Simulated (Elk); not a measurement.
## Al4V: spin-spiral energies

Wanted: E(q) for Al4V and its minimum.

Method: LDA (Perdew-Wang); all-electron APW+lo, Dirac cores, scalar-relativistic bands, in Elk 11.2.3 (patched build).

Most raw output is cut from this account.

### Step 1. The structure

The structure is cubic, space group Im-3m (No. 229). Conventional cell: a = 5.635 Å, b = 5.635 Å, c = 5.635 Å, α = 90.00°, β = 90.00°, γ = 90.00°. V has 8 Al at 2.44 Å nearest. Al has 2 V at 2.44 Å nearest. invented: MnGa4 (Im-3m) with V for Mn, Al for Ga. Farther neighbours are not listed.

The cell is a made-up one and need not be a known phase.

### Step 2. The state at q = 0

The energies of all spirals count from this run, made with the same spinor basis and mesh so that errors cancel.

The moments start as ferro +, on a cone 30° from z.

Moments are seeded by fields in the spheres (the last three columns under atoms), set against the wanted direction and reduced each loop.

elk.in reads:

```
tasks
  0
  33
  73

xctype
  3

rgkmax
  7.0

nempty
  12

swidth
  0.002

reducebf
  0.5

epsengy
  1e-06

maxscl
  100

lmaxi
  2

spinsprl
  .true.

spinpol
  .true.

vqlss
  0.000000 0.000000 0.000000

sppath
  './'

avec
  -5.32402178694 5.32402178694 5.32402178694
  5.32402178694 -5.32402178694 5.32402178694
  5.32402178694 5.32402178694 -5.32402178694

atoms
  2
  'V.in'
  1
  0.0000000000 0.0000000000 0.0000000000   -0.022500 0.000000 -0.038971
  'Al.in'
  4
  0.0000000000 0.0000000000 0.5000000000   0.000000 0.000000 0.000000
  0.0000000000 0.5000000000 0.0000000000   0.000000 0.000000 0.000000
  0.5000000000 0.0000000000 0.0000000000   0.000000 0.000000 0.000000
  0.5000000000 0.5000000000 0.5000000000   0.000000 0.000000 0.000000

ngridk
  8 8 8

plot3d
  0 0 0
  1 0 0
  0 1 0
  0 0 1
  25 25 25
```

On the command line:

```
$ OMP_NUM_THREADS=4 elk
```

It took 3.1 min on 4 threads of Arm Neoverse V1, shared host; peak memory 0.35 GiB.

Spin moment in the muffin-tin sphere by atom:

```csv
atom,x (μB),y (μB),z (μB),size
V1,0.306,0.000,0.529,0.611
Al2,0.011,0.000,0.019,0.022
Al3,0.011,0.000,0.019,0.022
Al4,0.011,0.000,0.019,0.022
Al5,0.011,0.000,0.019,0.022
```

Numbers from this step:

| Item | Value |
| --- | --- |
| density of states at the Fermi level | 5.842 states/eV/cell |
| moment between the spheres | 0.1051, 0, 0.1820 μB |
| magnetization | 0.4543, 0, 0.7868 μB |
| final state | ferromagnetic |

After 25 cycles the largest moment stands at 0.611 μB.

### Step 3. One pass at q = (0.25, -0.25, 0.25)

One diagonalisation in the potential of q = 0; by the force theorem the spiral's energy is the band energy with the smearing's entropy term, less that of a like pass at q = 0. The total energy that such a pass prints is not self-consistent and is not used.

elk.in, as its differences from that of step 2:

```diff
@@ -1,5 +1,3 @@
 tasks
-  0
-  33
-  73
+  1
 
@@ -24,3 +22,3 @@
 maxscl
-  100
+  1
 
@@ -36,3 +34,3 @@
 vqlss
-  0.000000 0.000000 0.000000
+  0.250000 -0.250000 0.250000
 
@@ -50,3 +48,3 @@
   1
-  0.0000000000 0.0000000000 0.0000000000   -0.022500 0.000000 -0.038971
+  0.0000000000 0.0000000000 0.0000000000   -0.000022 0.000000 -0.000039
   'Al.in'
@@ -60,8 +58 @@
   8 8 8
-
-plot3d
-  0 0 0
-  1 0 0
-  0 1 0
-  0 0 1
-  25 25 25
```

On the command line:

```
$ OMP_NUM_THREADS=4 elk
```

Wall time 26 s (4 threads); peak memory 0.42 GiB; 1.7 min of CPU time.

This step gave:

| Quantity | Value |
| --- | --- |
| magnetization | 0.3148, 0, 0.8167 μB |
| final state | spiral |
| largest moment | 0.5923 μB |

Moments of a spiral are printed for the first cell, in the frame that turns with it; over the crystal the turning parts cancel.

By that sum this spiral lies +6.7 meV a seeded atom from q = 0.

### Step 4. One pass at q = (0.5, -0.5, 0.5)

elk.in, as its differences from that of step 3:

```diff
@@ -34,3 +34,3 @@
 vqlss
-  0.250000 -0.250000 0.250000
+  0.500000 -0.500000 0.500000
```

On the command line:

```
$ OMP_NUM_THREADS=4 elk
```

Elapsed: 26 s, on 4 threads; peak memory 0.44 GiB.

Numbers from this step:

```yaml
magnetization: 0.2711, 0, 0.8252 μB
final_state: spiral
largest_moment: 0.5893 μB
```

By that sum this spiral lies +8.8 meV a seeded atom from q = 0.

### Step 5. E(q)

Wavevectors, in fractions of the reciprocal vectors: (0, 0, 0); (0.25, -0.25, 0.25); (0.5, -0.5, 0.5); (0.25, -0.25, 0.5); (0, 0, 0.5); (0, 0, 0.25); (0, 0, 0); (0.25, 0.25, 0.25). The path runs through Γ, H, N, Γ, P.

Energy less that at q = 0, frozen potential against path:

```csv
path (Å⁻¹),"energy less that at q = 0, frozen potential (meV a seeded atom)"
0.00,0
0.56,6.68
1.12,8.82
1.51,8.46
1.90,9.16
2.30,6.24
2.69,0
3.66,10.4
```

Table of magnon energy 4 dE/(M sin²θ), frozen potential by path:

```csv
path (Å⁻¹),"magnon energy 4 dE/(M sin²θ), frozen potential (meV)"
0.00,0
0.56,118
1.12,155
1.51,149
1.90,161
2.30,110
2.69,0
3.66,183
```

### Step 6. Outcome

* lowest point: (0, 0, 0), 0 meV a seeded atom (frozen potential)
* highest point: (0.25, 0.25, 0.25), 10.4 meV a seeded atom

In words: No spiral on the path lies under the state at q = 0; the dearest costs 10.4 meV a seeded atom. The energies are those of a cone of 30°, about sin²θ = 0.25 of a flat spiral's. The magnon energies are adiabatic and undamped. The mesh is the same for all points and was not tested: differences of a few meV, and of some ten in a metal, can be noise.

[Logs and program files are shortened in this print: banners, set-up blocks, solver, clock and traceback lines can be left out without a mark of their own.]

[Logs are printed without paths, hosts, clocks, repeated set-up lines and the standing remarks that a program may print on its own settings, such as how far it seeks lower states.]

[Hosts, paths, dates, database ids (printed as entryN), source tags and the programs' standing remarks are cut or masked in the printed files.]

[Where a cell is said to come from a database of computed structures, the database is the Materials Project.]
